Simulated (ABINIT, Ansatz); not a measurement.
## Cs3GaF6 (Fm-3m): changed settings of a GW run in ABINIT

A base run on Cs3GaF6 (Fm-3m), then changed inputs.

Main program and level: ABINIT 10.8.3; PBEsol and many-body steps on it, plane waves.

### 1. The starting structure

The structure is cubic, space group Fm-3m (No. 225). Conventional cell: a = 9.448 Å, b = 9.448 Å, c = 9.448 Å, α = 90.00°, β = 90.00°, γ = 90.00°. Cs has 12 F at 3.37 Å nearest. Nearest to Cs lie 6 F at 2.80 Å. Nearest to Ga lie 6 F at 1.92 Å. Nearest to F lie 1 Ga at 1.92 Å and 5 Cs at 2.80 to 3.37 Å. Farther neighbours and most contacts between anions are not listed.

The cell and positions come from the Crystallography Open Database and are kept as given unless a step says otherwise. Spin-orbit coupling is left out unless a step names it.

### 2. Screening, 2×2×2 mesh, 179 bands, screening to 141.5 eV

This step: ABINIT 10.8.3; RPA screening on PBEsol, plane waves, norm-conserving pseudopotentials.

The RPA dielectric matrix is built and inverted for each q.

run.abi

```
acell 3*1.0 Angstrom
rprim 
  -0.000000000000 4.723900000000 4.723900000000
  4.723900000000 0.000000000000 4.723900000000
  4.723900000000 4.723900000000 0.000000000000
ntypat 3
znucl 55 31 9
natom 10
typat 1 1 1 2 3 3 3 3 3 3
xred 
  0.750000000000 0.750000000000 0.750000000000
  0.250000000000 0.250000000000 0.250000000000
  0.000000000000 0.000000000000 0.000000000000
  0.500000000000 0.500000000000 0.500000000000
  0.296500000000 0.703500000000 0.703500000000
  0.703500000000 0.296500000000 0.703500000000
  0.703500000000 0.296500000000 0.296500000000
  0.296500000000 0.703500000000 0.296500000000
  0.703500000000 0.703500000000 0.296500000000
  0.296500000000 0.296500000000 0.703500000000
pp_dirpath "pseudos"
pseudos "Cs.upf, Ga.upf, F.upf"
ecut 45
ngkpt 2 2 2
nshiftk 1
shiftk 0 0 0
kptopt 1
chksymbreak 0
istwfk *1
occopt 1
irdwfk 1
optdriver 3
nband 179
ecuteps 5.2
inclvkb 2
awtr 1
symchi 1
indata_prefix "in"
outdata_prefix "out"
tmpdata_prefix "tmp"
```

Run with:

```console
> OMP_NUM_THREADS=1 mpirun -n 4 abinit run.abi > log
```

The log of the run:

```text
.Version 10.8.3 of ABINIT. v10.8.2 released Aug 2026.

 Symmetries : space group Fm -3 m (#225); Bravais cF (face-center cubic)
[... echo of the input left out ...]
== DATASET  1 ==================================================================
-   mpi_nproc: 4, omp_nthreads: 1 (-1 if OMP is not activated)

--- !DatasetInfo
iteration_state: {dtset: 1, }
dimensions: {natom: 10, nkpt: 3, mband: 179, nsppol: 1, nspinor: 1, nspden: 1, mpw: 20554, }
cutoff_energies: {ecut:  45.0, pawecutdg:  -1.0, }
electrons: {nelect:   9.00000000E+01, charge:   0.00000000E+00, occopt:   1.00000000E+00, tsmear:   1.00000000E-02, }

 SCREENING: Calculation of the susceptibility and dielectric matrices

 Based on a program developped by R.W. Godby, V. Olevano, G. Onida, and L. Reining.
 Incorporated in ABINIT by V. Olevano, G.-M. Rignanese, and M. Torrent.
.Using double precision arithmetic ; gwpc =  8

[... cell and pseudopotentials left out ...]
--------------------------------------------------------------------------------

 ==== K-mesh for the wavefunctions ====
 Number of points in the irreducible wedge :     3
[... list of points left out ...]
 Together with 48 symmetry operations and time-reversal symmetry
 yields     8 points in the full Brillouin Zone.

 ==== Q-mesh for the screening function ====
 Number of points in the irreducible wedge :     3
[... list of points left out ...]
 Together with 48 symmetry operations and time-reversal symmetry
 yields     8 points in the full Brillouin Zone.

 setmesh: FFT mesh size selected  =    54x   54x   54
          total number of points  =       157464

 vcoul_init : cutoff-mode = AUXILIARY_FUNCTION
 q-points for optical limit:   1
     1)      0.000010    0.000020    0.000030

- screening: taking advantage of time-reversal symmetry
- Maximum band index for partially occupied states nbvw = 45
- Remaining bands to be divided among processors   nbcw = 134
- Number of bands treated by each node ~33

 Number of electrons calculated from density =   90.0000; Expected =   90.0000
 average of density, n =  0.063258
 r_s =    1.5569
 omega_plasma =   24.2612 [eV]

 calculating chi0 at frequencies [eV] :
  1    0.000000E+00    0.000000E+00
  2    0.000000E+00    2.426121E+01

--------------------------------------------------------------------------------
  q-point number  1        q = ( 0.000000, 0.000000, 0.000000) [r.l.u.]
--------------------------------------------------------------------------------
[... chi0 elements left out ...]
 For q-point:  0.000010 0.000020 0.000030
  dielectric constant =   2.2228
  dielectric constant without local fields =   2.4981

  Average fulfillment of the sum rule on Im[epsilon] for q-point    1 :     38.26  [%]
[... wings left out ...]
  q-point number  2        q = ( 0.500000, 0.000000, 0.000000) [r.l.u.]
--------------------------------------------------------------------------------
[... chi0 elements left out ...]
  Average fulfillment of the sum rule on Im[epsilon] for q-point    2 :     42.92  [%]

 [... 1 further q-points ...]
```

It took 7.3 min on 4 MPI ranks of Intel Xeon 6975P-C (Granite Rapids), shared host; peak memory 4.9 GiB; 29 min of CPU time.

This step gave:

* ε∞ with local fields, on this mesh, along the program's q direction: 2.223
* the same without local fields: 2.498
* plasma frequency: 24.26 eV
* plane waves in the screening matrix: 821

Local fields lower ε∞ by 11 %. On a Γ-centred mesh this coarse the value itself is usually too large, while a short band sum pulls it down.

### 3. Base

The self-energy is evaluated for the states that the input lists, and the levels follow from it, in one-shot runs by the linearised quasiparticle equation.

This step: G0W0 on PBEsol, plane waves, norm-conserving pseudopotentials.

Edit run.abi of step 2 so:

```diff
@@ -31,8 +31,17 @@
 irdwfk 1
-optdriver 3
+optdriver 4
 nband 179
+gwcalctyp 0
+ecutsigx 45
+symsigma 1
+nkptgw 2
+kptgw 
+  0.5000000000 0.0000000000 0.0000000000
+  0.0000000000 0.0000000000 0.0000000000
+bdgw 
+  44 47
+  43 48
 ecuteps 5.2
-inclvkb 2
-awtr 1
-symchi 1
+irdscr 1
+ppmodel 1
 indata_prefix "in"
```

The log of the run:

```text
.Version 10.8.3 of ABINIT. v10.8.2 released Aug 2026.

 Symmetries : space group Fm -3 m (#225); Bravais cF (face-center cubic)
[... echo of the input left out ...]
== DATASET  1 ==================================================================
-   mpi_nproc: 4, omp_nthreads: 1 (-1 if OMP is not activated)

--- !DatasetInfo
iteration_state: {dtset: 1, }
dimensions: {natom: 10, nkpt: 3, mband: 179, nsppol: 1, nspinor: 1, nspden: 1, mpw: 20554, }
cutoff_energies: {ecut:  45.0, pawecutdg:  -1.0, }
electrons: {nelect:   9.00000000E+01, charge:   0.00000000E+00, occopt:   1.00000000E+00, tsmear:   1.00000000E-02, }

 SIGMA: Calculation of the GW corrections

 Based on a program developped by R.W. Godby, V. Olevano, G. Onida, and L. Reining.
 Incorporated in ABINIT by V. Olevano, G.-M. Rignanese, and M. Torrent.
.Using double precision arithmetic ; gwpc =  8

[... cell and pseudopotentials left out ...]
--------------------------------------------------------------------------------

 ==== K-mesh for the wavefunctions ====
 Number of points in the irreducible wedge :     3
[... list of points left out ...]
 Together with 48 symmetry operations and time-reversal symmetry
 yields     8 points in the full Brillouin Zone.

 ==== Q-mesh for screening function ====
 Number of points in the irreducible wedge :     3
[... list of points left out ...]
 Together with 48 symmetry operations and time-reversal symmetry
 yields     8 points in the full Brillouin Zone.

 vcoul_init : cutoff-mode = AUXILIARY_FUNCTION
 q-points for optical limit:   1
     1)      0.000010    0.000020    0.000030
 setmesh: FFT mesh size selected  =    80x   80x   80
          total number of points  =       512000

 Number of electrons calculated from density =   90.0000; Expected =   90.0000
 average of density, n =  0.063258
 r_s =    1.5569
 omega_plasma =   24.2612 [eV]

 === KS Band Gaps ===
  >>>> For spin  1
   Minimum direct gap =   5.9384 [eV], located at k-point      :   0.0000  0.0000  0.0000
   Fundamental gap    =   5.9141 [eV], Top of valence bands at :   0.5000  0.0000  0.0000
                                       Bottom of conduction at :   0.0000  0.0000  0.0000
 SIGMA fundamental parameters:
 PLASMON POLE MODEL  1
 number of plane-waves for SigmaX                20395
 number of plane-waves for SigmaC and W            821
 number of plane-waves for wavefunctions         20395
 number of bands                                   179
 number of independent spin polarizations            1
 number of spinorial components                      1
 number of k-points in IBZ                           3
 number of q-points in IBZ                           3
 number of symmetry operations                      48
 number of k-points in BZ                            8
 number of q-points in BZ                            8
 number of frequencies for dSigma/dE                 9
 frequency step for dSigma/dE [eV]                0.25
 number of omega for Sigma on real axis              0
 max omega for Sigma on real axis  [eV]           0.00
 zcut for avoiding poles [eV]                     0.10

 EPSILON^-1 parameters (SCR file):
 dimension of the eps^-1 matrix on file            821
 dimension of the eps^-1 matrix used               821
 number of plane-waves for wavefunctions         20395
 number of bands                                   179
 number of q-points in IBZ                           3
 number of frequencies                               2
 number of real frequencies                          1
 number of imag frequencies                          1

 matrix elements of self-energy operator (all in [eV])

 Perturbative Calculation

--- !SelfEnergy_ee
iteration_state: {dtset: 1, }
kpoint     : [   0.500,    0.000,    0.000, ]
spin       : 1
KS_gap     :    7.612
QP_gap     :   11.463
Delta_QP_KS:    3.851
data: !SigmaeeData |
     Band     E0 <VxcDFT>   SigX SigC(E0)      Z dSigC/dE  Sig(E)    E-E0       E
       44   0.141 -22.204 -29.286   5.219   0.797  -0.255 -23.688  -1.484  -1.343
       45   0.141 -22.204 -29.286   5.219   0.797  -0.255 -23.688  -1.484  -1.343
       46   7.754 -14.545  -9.571  -2.235   0.864  -0.158 -12.179   2.367  10.120
       47   8.097  -9.111  -4.762  -2.518   0.882  -0.133  -7.495   1.616   9.713

--- !SelfEnergy_ee
iteration_state: {dtset: 1, }
kpoint     : [   0.000,    0.000,    0.000, ]
spin       : 1
KS_gap     :    5.938
QP_gap     :    9.162
Delta_QP_KS:    3.223
data: !SigmaeeData |
     Band     E0 <VxcDFT>   SigX SigC(E0)      Z dSigC/dE  Sig(E)    E-E0       E
       43   0.117 -22.229 -29.723   5.544   0.791  -0.264 -23.772  -1.543  -1.426
       44   0.117 -22.229 -29.723   5.544   0.791  -0.264 -23.772  -1.543  -1.426
       45   0.117 -22.229 -29.723   5.544   0.791  -0.264 -23.772  -1.543  -1.426
       46   6.056  -9.990  -5.616  -2.474   0.884  -0.131  -8.310   1.680   7.736
       47   7.760  -7.956  -3.766  -2.460   0.888  -0.126  -6.419   1.536   9.296
       48   7.760  -7.956  -3.766  -2.460   0.888  -0.126  -6.419   1.536   9.296

== END DATASET(S) ==============================================================
================================================================================

 -outvars: echo values of variables after computation  --------
           etotal      0.0000000000E+00
            nband         179
             nkpt           3
          spgroup         225
 [... the other variables as echoed above ...]

 Calculation completed.
```

Elapsed: 98 s, on 4 MPI ranks; peak memory 3.5 GiB; 6.5 min of CPU time.

Numbers from this step:

```
G0W0 gap on the points computed              : 9.079 eV
starting gap on the mesh                     : 5.914 eV
k of the valence top                         : 0.5, 0, 0
k of the conduction bottom                   : 0, 0, 0
Z at the valence top                         : 0.797
Z at the conduction bottom                   : 0.884
least direct G0W0 gap on the computed points : 9.162 eV
```

The gap on the mesh goes from 5.91 eV to 9.08 eV, a correction of +3.16 eV.

[end of part 1 of 2]

[Paths, hosts, dates, memory and timing lines, banners, echoed tables and standing remarks are left out of the program output.]

[Logs are printed without paths, hosts, clocks, repeated set-up lines and the standing remarks that a program may print on its own settings, such as how far it seeks lower states.]

[Runs of the session that timed out or met a known fault of the program may be left out.]

[Hosts, paths, dates, database ids (printed as entryN), source tags and the programs' standing remarks are cut or masked in the printed files.]

[G0W0 gaps are taken among the corrected bands and points alone; a level outside them can change the order at an edge.]

[Where Ansatz stands beside ABINIT at settings called matched, ABINIT's density can come from a denser mesh and the files from another edition; pairs whose starting gaps differed by over 0.03 eV were left out, so agreement reads better than it is.]
